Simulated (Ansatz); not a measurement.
# BeInH3 (model cell, started as cubic perovskite with Be in the octahedra): a soft mode frozen in, part 3 of 3

Aim: this structure of BeInH3 (model cell, started as cubic perovskite with Be in the octahedra) is to be tested for unstable modes, and one is followed downhill.

Ansatz 0.2.0; DFT LDA, scalar-relativistic, plane waves, PAW; PAW set soft_1.

So far. Step 5 (Energy along the mode, all amplitudes (two of the runs …): The lowest of the steps tried is at 0.32 Å, 24.0 meV/atom below the parent; the bottom of the well need not coincide with a step. Step 7 (The new phase in its own primitive cell): The largest force component left is 0.59 meV/Å and the pressure is -0.004 GPa, within the tolerances set. The cell now holds 10.00 Å³/atom. The relaxed cell has a = 5.242, c = 6.306 Å (conventional setting).

The structure was built from a prototype and need not be the compound's stable phase.

## 8. Modes of the new phase, k-mesh 9×9×9

A relaxed structure may still be a saddle point, so its zone-centre modes are computed. No field response is asked, since the mesh shows no gap.

input.yaml reads:

```yaml
crystal:
  lattice:
    - [2.6210527037, 1.5132654841, 2.1018793693]
    - [-2.6210527037, 1.5132654841, 2.1018793693]
    - [0.0, -3.0265309681, 2.1018793693]
  atoms:
    - { symbol: In, position: [0.0225968048, 0.0225968048, 0.0225968048] }
    - { symbol: Be, position: [0.6098104304, 0.6098104304, 0.6098104304] }
    - { symbol: H, position: [0.4195331098, 0.8962420983, 0.4195331098] }
    - { symbol: H, position: [0.8962420983, 0.4195331098, 0.4195331098] }
    - { symbol: H, position: [0.4195331098, 0.4195331098, 0.8962420983] }
kpoints:
  mp_grid: { grid: [9, 9, 9] }
hamiltonian:
  xc: lda
  pseudopotentials: { kind: paw, azcp: { folder: soft_1 }, xc_functional: pbe }
scf:
  occupations: { method: methfessel_paxton, width: 0.2 }
output:
  eigenvalues: true
phonons:
  method: dfpt
```

Launch:

```sh
$ ansatz run input.yaml --threads 4 --pin off --max-ram 16384MiB --backend cpu --events-out ev --progress --plain --runs-dir out
```

Numbers of over 12 decimals in the logs are rounded to 6 here.

Log:

```text
[...]
Crystal: 5 atoms, lattice volume = 50.021 Å³
Basis set: ecut = 420 eV, 979 PW (Γ), exchange–correlation on 50×50×50 points (8 copies of the dense FFT grid, shifted against one another)
Bands: 14, of which v1, the nominal top of the filled ones, is band 9 counted from 1 (8 counted from 0)
Symmetry: 6 space group operations
k-points: 365 of 729 (irreducible under 1 space group operation, time reversal used)
[...]
SCF iter   1: F=—  HF=-5591.937290 eV  |F-HF|=—  |Δ(HF+E_count)|=         —  Δρ=6.88e-2  dr2=3.04e0  ethr=3.10e-3  ⟨swp⟩=5.0  Hψ=29755  notcnv=0
[...]
SCF iter  10: F=-5590.803841 eV  HF=-5590.803841 eV  |F-HF|=1.82e-12  |Δ(HF+E_count)|=  1.01e-10  S|Δr|=    0.00e0  Δρ=6.80e-8  dr2=2.46e-12  ethr=1.00e-12  ⟨swp⟩=8.8  Hψ=28702  notcnv=0
SCF 1 converged in 10 iterations: F = -5590.803841 eV  dr2 = 2.46e-12
[...]
DFPT response loops at Γ: preconditioner auto → Kerker (q_TF=auto, 2.301 Å⁻¹) (partly filled bands, converged f_vac=0.000); β = 1.00, the filter's whole step (`scf.mixing.beta` (0.50) is not read by the response loops under this deck's `scf.mixing.preconditioner`; to damp them name `kerker` or `kerker_dos`, under which they read `scf.mixing.beta`, and type it under 1.00, their step now; both keys bind the ground state too); Broyden in place of MSR1
SCF converged after 10 iterations
[...]
Free energy (F): -5590.803841 eV
[...]
Internal energy: -5590.802381 eV  (E = F + TS)
E sigma→0 (E₀):  -5590.803476 eV
Entropy (-TS):   -0.001460 eV (-0.292 meV/atom)
Fermi energy:    6.034654 eV
[...]
--- Band table (eV; the first three rows and the last of 365) ---
  k-point 0: bands = [... 5 lower, -3.9491, 3.4928, 3.4928, 6.4545, 7.7815, 10.0440, 10.0440, 15.2962, ... 1 higher]
  k-point 1: bands = [... 5 lower, -3.8204, 3.0676, 3.5651, 6.1127, 8.1527, 10.1230, 10.6360, 14.4985, ... 1 higher]
  k-point 2: bands = [... 5 lower, -3.4338, 1.9446, 3.7586, 5.9791, 8.6237, 10.3132, 11.6320, 13.4126, ... 1 higher]
  k-point 364: bands = [... 5 lower, -1.7032, -0.3971, 3.8706, 5.6351, 8.6925, 9.2651, 11.5282, 13.5439, ... 1 higher]
--- Phonons (Γ-DFPT): 6 representative perturbations + reference, on 365 of 729 k-points (Σ response iterations 18) ---
  k mesh reduced under 1 symmetry operation, with k and −k counted as one. Each operation leaves every solved perturbation unchanged. A smaller set is not used because it would not reduce the number of displacements times k-points to solve
  ASR residual: 3.431e-5 → 0.000e0 eV/Å²; symmetrization residual: 1.356e-6 eV/Å²
  ASR residual per site (eV/Å²): 3.43e-5 3.21e-5 1.42e-5 1.42e-5 1.42e-5
[...]
non-analytic LO–TO correction: not included (Born effective charges unavailable; polar crystals: no LO–TO splitting at Γ)
```

It took 41 s on 4 threads of Arm Neoverse V1, shared host; peak memory 0.99 GiB.

Numbers from this step:

| Property | Result |
| --- | --- |
| sum-rule residual before enforcement | 3.43e-5 eV/Å² |
| point group | 3m |
| highest optical mode at the zone centre (no LO-TO term) | 1513 cm⁻¹ |
| lowest optical zone-centre mode | 107.6 cm⁻¹ |

Patterns of degenerate modes are one choice out of their space. Modes at Γ, with each element's share of the kinetic energy:

| mode | frequency (cm⁻¹) | symmetry | In % | Be % | H % |
| --- | --- | --- | --- | --- | --- |
| 1 | 0.0 | acoustic | 91 | 7 | 2 |
| 2 | 0.0 | acoustic | 91 | 7 | 2 |
| 3 | 0.0 | acoustic | 91 | 7 | 2 |
| 4 | 107.6 | E | 9 | 62 | 29 |
| 5 | 107.6 | E | 9 | 62 | 29 |
| 6 | 303.7 | A1 | 8 | 92 | 1 |
| 7 | 414.8 | A1 | 2 | 1 | 97 |
| 8 | 589.7 | A2 | 0 | 0 | 100 |
| 9 | 627.9 | E | 0 | 21 | 79 |
| 10 | 627.9 | E | 0 | 21 | 79 |
| 11 | 704.5 | E | 0 | 0 | 100 |
| 12 | 704.5 | E | 0 | 0 | 100 |
| 13 | 1465.2 | E | 0 | 10 | 90 |
| 14 | 1465.2 | E | 0 | 10 | 90 |
| 15 | 1513.4 | A1 | 0 | 0 | 100 |

Displacements in mode 5 (107.6 cm⁻¹), the largest set to 1:
```
In1 -0.09  0.01  0.00
Be2  0.79 -0.07  0.00
H3   0.87 -0.01 -0.18
H4   0.88 -0.15  0.16
H5   1.00 -0.07  0.02
```

Displacements in mode 15 (1513.4 cm⁻¹), the largest set to 1:
```
In1  0.00  0.00  0.00
Be2  0.00  0.00 -0.02
H3   0.87 -0.50  0.11
H4  -0.87 -0.50  0.11
H5   0.00  1.00  0.11
```

Before it was imposed, the acoustic sum rule was missed by 3.4e-5 eV/Å². Small misses are needed for a sound result but don't prove that mesh and cutoff are converged. The lowest optical mode is real, 108 cm⁻¹.

## 9. What came out

| Property | Result |
| --- | --- |
| unstable mode of the parent | q = (0, 0, 0), 599i cm⁻¹ |
| depth at the lowest point sampled | 24.0 meV/atom |
| largest atomic shift at that point | 0.32 Å |
| space group reached (within 0.01 Å) | R3m |
| energy gained over the parent (first relaxation, on the mesh of the frozen mode) | 91.0 meV/atom |
| volume per atom, phase reached | 10.0 Å³ |
| lowest optical zone-centre mode, phase reached | 108 cm⁻¹ |
| highest optical mode at the zone centre (no LO-TO term), phase reached | 1513 cm⁻¹ |

Along this mode the structure falls into R3m, 91.0 meV/atom below the parent. At the parent's cell the well is 23.96 meV/atom deep on the steps tried, with its lowest point at a shift of 0.32 Å. Relaxing atoms and cell changes the gain by +67.08 meV/atom against the lowest step (energies at zero smearing). Most of the total comes from this relaxation. The new phase has no imaginary mode at the zone centre of its cell; other wavevectors were not checked. Of the 4 patterns followed to their end from this parent, this one ends 33.8 meV/atom above the lowest, Amm2. Each path keeps the symmetry of its pattern, so a lower phase may lie along a pattern not tried. With no gap, or one that is small against the smearing, the frequencies hang on the k mesh and the smearing, most of all near Kohn anomalies. The PAW files were made for PBE and serve the other functionals too. The starting cell was built on a prototype and not taken from a measurement, so the phase need not exist.

[Logs are printed without paths, hosts, clocks, repeated set-up lines and the standing remarks that a program may print on its own settings, such as how far it seeks lower states.]

[Hosts, paths, dates, database ids (printed as entryN), source tags and the programs' standing remarks are cut or masked in the printed files.]
